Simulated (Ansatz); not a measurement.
**An extra electron or hole in H-capped Ge nanowire along [111] (84 atoms)**

Aim: add and remove one electron in H-capped Ge nanowire along [111] (84 atoms), with atoms held and relaxed, and read trapping energy and localisation.

Calculated with Ansatz 0.2.0; Kohn-Sham DFT, PBE, PAW (set soft_1), plane waves; PAW set soft_1.

## 1. The structure

The cell holds 84 atoms: 46 Ge and 38 H. Cell: a = 19.500 Å, b = 21.124 Å, c = 9.800 Å, α = 90.0°, β = 90.0°, γ = 90.0°. It derives from Ge (diamond-structure). Square section of size parameter 5.53 Å cut from diamond-structure Ge (a = 5.658 Å) along [111], 1 period, broken bonds capped with H, 9 Å of vacuum. Regions: wire, 46 atoms (46 Ge); hydrogen, 38 atoms (38 H). Vacuum lies along a and b. The structure repeats along c.

What the set-up can't give: The Brillouin zone is sampled at Γ only, in a cell whose periodic width is 10 Å.

## 2. Single point at the start

A single point comes first, to see the forces before anything moves.

Input file input.yaml:

```yaml
crystal:
  lattice:
    - [19.5001, 0.0, 0.0]
    - [0.0, 21.12447, 0.0]
    - [0.0, 0.0, 9.79994]
  atoms:
    - { symbol: Ge, position: [0.39715, 0.33726, 3.0e-05] }
    - { symbol: Ge, position: [0.39629, 0.3342, 0.25061] }
    - { symbol: Ge, position: [0.39828, 0.44626, 0.33231] }
    - { symbol: Ge, position: [0.39759, 0.44424, 0.58465] }
    - { symbol: Ge, position: [0.29378, 0.28045, 0.332] }
    - { symbol: Ge, position: [0.29269, 0.28113, 0.58463] }
    - { symbol: Ge, position: [0.29447, 0.39058, 0.66688] }
    - { symbol: Ge, position: [0.29447, 0.39132, 0.91592] }
    - { symbol: Ge, position: [0.39899, 0.66457, 0.99914] }
    - { symbol: Ge, position: [0.39681, 0.66311, 0.24883] }
    - { symbol: Ge, position: [0.29476, 0.50174, 0.00191] }
    - { symbol: Ge, position: [0.29442, 0.50137, 0.25222] }
    - { symbol: Ge, position: [0.29182, 0.60887, 0.33206] }
    - { symbol: Ge, position: [0.29363, 0.60918, 0.58127] }
    - { symbol: Ge, position: [0.29435, 0.71794, 0.66636] }
    - { symbol: Ge, position: [0.29407, 0.71798, 0.91851] }
    - { symbol: Ge, position: [0.39751, 0.55421, 0.6673] }
    - { symbol: Ge, position: [0.39756, 0.55299, 0.91781] }
    - { symbol: Ge, position: [0.60301, 0.33698, 0.00036] }
    - { symbol: Ge, position: [0.60338, 0.33488, 0.2541] }
    - { symbol: Ge, position: [0.60369, 0.44618, 0.33416] }
    - { symbol: Ge, position: [0.60214, 0.44556, 0.58368] }
    - { symbol: Ge, position: [0.50044, 0.28094, 0.33373] }
    - { symbol: Ge, position: [0.50081, 0.28033, 0.58328] }
    - { symbol: Ge, position: [0.49981, 0.38902, 0.66853] }
    - { symbol: Ge, position: [0.49878, 0.3914, 0.91694] }
    - { symbol: Ge, position: [0.60307, 0.66487, 0.99831] }
    - { symbol: Ge, position: [0.6022, 0.66501, 0.25105] }
    - { symbol: Ge, position: [0.49943, 0.49871, 0.00088] }
    - { symbol: Ge, position: [0.4997, 0.50127, 0.24886] }
    - { symbol: Ge, position: [0.49966, 0.60837, 0.33147] }
    - { symbol: Ge, position: [0.50003, 0.61025, 0.58442] }
    - { symbol: Ge, position: [0.49866, 0.71753, 0.66827] }
    - { symbol: Ge, position: [0.5004, 0.71861, 0.91524] }
    - { symbol: Ge, position: [0.60259, 0.55377, 0.66838] }
    - { symbol: Ge, position: [0.6036, 0.55558, 0.91751] }
    - { symbol: Ge, position: [0.70543, 0.28018, 0.33426] }
    - { symbol: Ge, position: [0.70621, 0.28118, 0.58363] }
    - { symbol: Ge, position: [0.70631, 0.39178, 0.66374] }
    - { symbol: Ge, position: [0.70475, 0.39083, 0.91927] }
    - { symbol: Ge, position: [0.70724, 0.50154, 0.99845] }
    - { symbol: Ge, position: [0.70507, 0.50014, 0.2523] }
    - { symbol: Ge, position: [0.70398, 0.60779, 0.33407] }
    - { symbol: Ge, position: [0.70398, 0.60759, 0.58658] }
    - { symbol: Ge, position: [0.70442, 0.71668, 0.6656] }
    - { symbol: Ge, position: [0.70543, 0.71944, 0.91557] }
    - { symbol: H, position: [0.39742, 0.26758, 0.94473] }
    - { symbol: H, position: [0.29528, 0.21288, 0.28209] }
    - { symbol: H, position: [0.23123, 0.31375, 0.28437] }
    - { symbol: H, position: [0.23059, 0.24803, 0.63743] }
    - { symbol: H, position: [0.35826, 0.24717, 0.63705] }
    - { symbol: H, position: [0.23149, 0.42716, 0.61447] }
    - { symbol: H, position: [0.22961, 0.35581, 0.9695] }
    - { symbol: H, position: [0.39807, 0.732, 0.29749] }
    - { symbol: H, position: [0.23015, 0.5355, 0.9486] }
    - { symbol: H, position: [0.23196, 0.46673, 0.2995] }
    - { symbol: H, position: [0.23077, 0.64425, 0.27929] }
    - { symbol: H, position: [0.22949, 0.57579, 0.63596] }
    - { symbol: H, position: [0.22963, 0.75159, 0.61819] }
    - { symbol: H, position: [0.35972, 0.75152, 0.61146] }
    - { symbol: H, position: [0.23057, 0.6855, 0.96838] }
    - { symbol: H, position: [0.29386, 0.78694, 0.96634] }
    - { symbol: H, position: [0.60234, 0.26908, 0.94662] }
    - { symbol: H, position: [0.49902, 0.21396, 0.2814] }
    - { symbol: H, position: [0.56233, 0.24811, 0.63737] }
    - { symbol: H, position: [0.43463, 0.24721, 0.63727] }
    - { symbol: H, position: [0.60382, 0.73299, 0.30098] }
    - { symbol: H, position: [0.43589, 0.75346, 0.61412] }
    - { symbol: H, position: [0.5645, 0.75473, 0.61704] }
    - { symbol: H, position: [0.50173, 0.78755, 0.96847] }
    - { symbol: H, position: [0.77024, 0.31487, 0.27853] }
    - { symbol: H, position: [0.70672, 0.21364, 0.27968] }
    - { symbol: H, position: [0.63888, 0.24746, 0.63709] }
    - { symbol: H, position: [0.76911, 0.24776, 0.63518] }
    - { symbol: H, position: [0.76796, 0.4226, 0.61406] }
    - { symbol: H, position: [0.768, 0.35713, 0.97159] }
    - { symbol: H, position: [0.76917, 0.53448, 0.94768] }
    - { symbol: H, position: [0.76852, 0.46628, 0.29858] }
    - { symbol: H, position: [0.7695, 0.64472, 0.28472] }
    - { symbol: H, position: [0.7686, 0.57532, 0.63215] }
    - { symbol: H, position: [0.643, 0.75131, 0.61625] }
    - { symbol: H, position: [0.76757, 0.75376, 0.61521] }
    - { symbol: H, position: [0.70479, 0.78773, 0.96787] }
    - { symbol: H, position: [0.76718, 0.68385, 0.96711] }
kpoints:
  mp_grid: { grid: [1, 1, 1] }
hamiltonian:
  xc: pbe
  pseudopotentials: { kind: paw, azcp: { folder: soft_1 } }
scf:
  occupations: { method: gaussian, width: 0.05 }
output:
  forces: true
```

On the command line:

```
$ ansatz run input.yaml --threads 4 --pin off --max-ram 15872MiB --backend cpu --events-out ev --progress --plain --runs-dir out
```

What it wrote:

```text
[...]
Pseudopotentials: kind: paw
Pseudopotential: Ge, paw, valence charge 14, recommended cutoff 420 eV (normal), soft_1/Ge.paw.azcp
Pseudopotential: H, paw, valence charge 1, recommended cutoff 420 eV (normal), soft_1/H.paw.azcp
[... 5 lines on functional and potentials left out ...]
Crystal: 84 atoms, lattice volume = 4036.882 Å³
Basis set: ecut = 420 eV, 78867 PW (Γ), exchange–correlation on 270×288×144 points (8 copies of the dense FFT grid, shifted against one another)
Bands: 425, of which v1, the nominal top of the filled ones, is band 341 counted from 1 (340 counted from 0)
Symmetry: 1 space group operations
Space group: P1 (ITA 1), of the structure as read, at distance tolerance 1.6e-4 Å
k-points: 1
[... 5 lines on functional and potentials left out ...]
Initial density: superposition of atomic densities (neutral atoms: chi_scale 0, normalization atom)
Initial wavefunctions: pseudopotential atomic-orbital guess
[...]
SCF iter   1: F=—  HF=-198172.659171 eV  |F-HF|=—  |Δ(HF+E_count)|=         —  Δρ=3.34e-2  dr2=3.74e1  ethr=3.10e-3  ⟨swp⟩=6.0  Hψ=1642  notcnv=0  defer=47
preconditioner: auto → Resta (q_TF=auto, 2.029 Å⁻¹)  ε∞=1.5  [insulator: Δε(μ)=1.993 eV  Ē_g=22.000 eV  σ=0.050 eV  W_gap=1.00  n_scr=566 (ndim 8)  ℏωp=15.3 eV  f_vac=0.606  D(μ)=0.00/eV (n_scr^D=0)  ε∞_Penn≈1.5  vacuum switching on, ρ_ref=3.5e-2 e/Å³]
SCF iter   2: F=—  HF=-198164.191471 eV  |F-HF|=—  |Δ(HF+E_count)|=    8.47e0  Δρ=1.45e-2  dr2=7.98e0  ethr=3.10e-3  ⟨swp⟩=3.0  Hψ=580  notcnv=0  defer=80
SCF iter   3: F=—  HF=-198163.908341 eV  |F-HF|=—  |Δ(HF+E_count)|=   2.83e-1  Δρ=4.73e-3  dr2=9.49e0  ethr=1.17e-3  ⟨swp⟩=5.0  Hψ=941  notcnv=0  defer=44
automatic band count: iteration 3 solves 395 bands in place of 425: the levels show a gap, and the empty bands left out lie too high to hold charge; the band table lists the bands solved (type scf.n_extra_bands for more)
SCF iter   4: F=—  HF=-198162.347847 eV  |F-HF|=—  |Δ(HF+E_count)|=    1.56e0  Δρ=1.62e-3  dr2=1.28e-1  ethr=1.17e-3  ⟨swp⟩=4.0  Hψ=898  notcnv=0  defer=50
SCF iter   5: F=—  HF=-198162.346336 eV  |F-HF|=—  |Δ(HF+E_count)|=   1.51e-3  Δρ=6.98e-4  dr2=1.28e-2  ethr=1.88e-5  ⟨swp⟩=2.0  Hψ=436  notcnv=0  defer=50
[...]
SCF iter  11: F=—  HF=-198162.350396 eV  |F-HF|=—  |Δ(HF+E_count)|=   1.10e-6  Δρ=2.34e-6  dr2=3.38e-7  ethr=3.12e-10  ⟨swp⟩=2.0  Hψ=456  notcnv=0  defer=50
SCF iter  12: F=-198162.350396 eV  HF=-198162.350396 eV  |F-HF|=1.09e-8  |Δ(HF+E_count)|=   1.53e-7  Δρ=8.45e-7  dr2=2.56e-8  ethr=1.47e-11  ⟨swp⟩=5.0  Hψ=1169  notcnv=0
SCF 1 converged in 12 iterations: F = -198162.350396 eV  dr2 = 2.56e-8
[...]
SCF converged after 12 iterations
Free energy (F): -198162.350396 eV
Harris-Foulkes:  -198162.350396 eV  (|F-HF|=1.09e-8)
Internal energy: -198162.350396 eV  (E = F + TS)
E sigma→0 (E₀):  -198162.350396 eV
Fermi energy:    -0.301610 eV
--- Per-component energies (eV) ---
[...]
Σ components = -198162.350396   (vs F -198162.350396, Δ=0.00e0)
--- Forces (eV/Å), atoms counted from 1 ---
  atom   1  Ge    -0.20549188    -0.42529677     0.00593095
  atom   2  Ge     0.14815261     0.27514458    -0.03192161
  atom   3  Ge    -0.30928940    -0.36780425     0.16312789
  atom   4  Ge     0.00862424     0.10317071    -0.18512744
[...]
atom  84  H      0.55019547    -0.20342689     0.23954907
  max |Σ_I F_I| component: 6.03e-6 eV/Å
```

The job ended after 43 s (4 threads of Intel Xeon Platinum 8488C (Sapphire Rapids), shared host; peak memory 4.6 GiB).

The r.m.s. force at the start is 0.43 eV/Å.

## 3. Relaxation

The atoms are relaxed in the fixed cell, aiming at the force tolerance of the input.

Input file input.yaml:

```yaml
crystal:
  lattice:
    - [19.5001, 0.0, 0.0]
    - [0.0, 21.12447, 0.0]
    - [0.0, 0.0, 9.79994]
  atoms:
    [... the 84 atom lines of step 2 ...]
kpoints:
  mp_grid: { grid: [1, 1, 1] }
hamiltonian:
  xc: pbe
  pseudopotentials: { kind: paw, azcp: { folder: soft_1 } }
scf:
  occupations: { method: gaussian, width: 0.05 }
output:
  forces: true
relax:
  f_tol: 0.05
  max_steps: 120
```

What it wrote:

```text
[...]
Crystal: 84 atoms, lattice volume = 4036.882 Å³
Basis set: ecut = 420 eV, 78867 PW (Γ), exchange–correlation on 270×288×144 points (8 copies of the dense FFT grid, shifted against one another)
Bands: 425, of which v1, the nominal top of the filled ones, is band 341 counted from 1 (340 counted from 0)
Symmetry: 1 space group operations
[...]
k-points: 1
[...]
SCF iter   1: F=—  HF=-198172.659169 eV  |F-HF|=—  |Δ(HF+E_count)|=         —  Δρ=3.34e-2  dr2=3.74e1  ethr=3.10e-3  ⟨swp⟩=6.0  Hψ=1642  notcnv=0  defer=47
[...]
SCF iter   8: F=—  HF=-198162.350382 eV  |F-HF|=—  |Δ(HF+E_count)|=   2.64e-5  Δρ=2.67e-5  dr2=6.89e-5  ethr=4.41e-8  ⟨swp⟩=2.0  Hψ=684  notcnv=0  defer=80
SCF iter   9: F=-198162.350390 eV  HF=-198162.350390 eV  |F-HF|=1.04e-7  |Δ(HF+E_count)|=   7.68e-6  Δρ=1.39e-5  dr2=1.08e-5  ethr=9.16e-9  ⟨swp⟩=4.0  Hψ=1136  notcnv=0
SCF 1 converged in 9 iterations: F = -198162.350390 eV  dr2 = 1.08e-5
[...]
relax step   1: F+E_penalty+E_count = -198162.35039002 eV  Δ(F+E_penalty+E_count) = +0.000e0 eV  max|allowed force component| = 1.511e0 eV/Å  Δτ_max = 0.0000 Å  (9 SCF iters, dr2 threshold 6.25e-5 eV, accepted)
[...]
relax step   2: F+E_penalty+E_count = -198163.47984606 eV  Δ(F+E_penalty+E_count) = -1.129e0 eV  max|allowed force component| = 4.652e-1 eV/Å  Δτ_max = 0.1947 Å  (7 SCF iters, dr2 threshold 1.00e-4 eV, accepted)
[...]
relax step   3: F+E_penalty+E_count = -198163.81188017 eV  Δ(F+E_penalty+E_count) = -3.320e-1 eV  max|allowed force component| = 9.094e-2 eV/Å  Δτ_max = 0.1940 Å  (8 SCF iters, dr2 threshold 1.35e-5 eV, accepted)
relax step   4: F+E_penalty+E_count = -198163.93795511 eV  Δ(F+E_penalty+E_count) = -1.261e-1 eV  max|allowed force component| = 9.418e-2 eV/Å  Δτ_max = 0.2000 Å  (10 SCF iters, accepted)
relax step   5: F+E_penalty+E_count = -198164.01955089 eV  Δ(F+E_penalty+E_count) = -8.160e-2 eV  max|allowed force component| = 4.099e-2 eV/Å  Δτ_max = 0.2000 Å  (10 SCF iters, accepted)
relax step   6: F+E_penalty+E_count = -198164.04639483 eV  Δ(F+E_penalty+E_count) = -2.684e-2 eV  max|allowed force component| = 8.750e-2 eV/Å  Δτ_max = 0.1956 Å  (10 SCF iters, accepted)
relax step   7: F+E_penalty+E_count = -198164.05042433 eV  Δ(F+E_penalty+E_count) = -4.030e-3 eV  max|allowed force component| = 6.791e-2 eV/Å  Δτ_max = 0.0924 Å  (9 SCF iters, accepted)
relax step   8: F+E_penalty+E_count = -198164.05259026 eV  Δ(F+E_penalty+E_count) = -2.166e-3 eV  max|allowed force component| = 3.887e-2 eV/Å  Δτ_max = 0.0461 Å  (7 SCF iters, dr2 threshold 2.78e-6 eV, accepted)
[...]
relax step   9: F+E_penalty+E_count = -198164.05259030 eV  Δ(F+E_penalty+E_count) = -4.293e-8 eV  max|allowed force component| = 3.884e-2 eV/Å  Δτ_max = 0.0000 Å  (3 SCF iters, accepted)
SCF converged after 3 iterations
Free energy (F): -198164.052590 eV
[...]
Internal energy: -198164.052590 eV  (E = F + TS)
E sigma→0 (E₀):  -198164.052590 eV
Fermi energy:    -0.389702 eV
[...]
Σ components = -198164.052590   (vs F -198164.052590, Δ=0.00e0)
--- Forces (eV/Å), atoms counted from 1 ---
  atom   1  Ge    -0.00592997     0.00028362     0.00036732
  atom   2  Ge     0.00799448     0.01158176    -0.00384622
  atom   3  Ge     0.00227955     0.00253770    -0.00155776
  atom   4  Ge    -0.00521562    -0.00523879    -0.00079944
[...]
atom  84  H     -0.01144145    -0.00367260     0.01536815
  max |Σ_I F_I| component: 9.85e-5 eV/Å
--- Relaxed structure (9 steps of the walk, 9 accepted, 0 SCFs on fresh bases) ---
  F+E_penalty+E_count = -198164.05259030 eV   max|allowed force component| = 3.884e-2 eV/Å
  atoms:
    - { symbol: Ge, position: [0.395738, 0.334569, -0.00132112] }
    - { symbol: Ge, position: [0.395528, 0.332713, 0.250121] }
    - { symbol: Ge, position: [0.395211, 0.444069, 0.331704] }
    - { symbol: Ge, position: [0.395220, 0.444288, 0.583552] }
[...]
- { symbol: H, position: [0.771174, 0.687835, 0.999420] }
```

Run time: 3 min. Hardware: 4 threads; peak memory 4.6 GiB.

The relaxation converged after 9 steps, 1.70 eV below its start, with a largest force component of 0.039 eV/Å.

[end of part 1 of 5]

[Long decimals in the printed logs are rounded to 6 places.]

[Logs are printed without paths, hosts, clocks, repeated set-up lines and the standing remarks that a program may print on its own settings, such as how far it seeks lower states.]

[Hosts, paths, dates, database ids (printed as entryN), source tags and the programs' standing remarks are cut or masked in the printed files.]
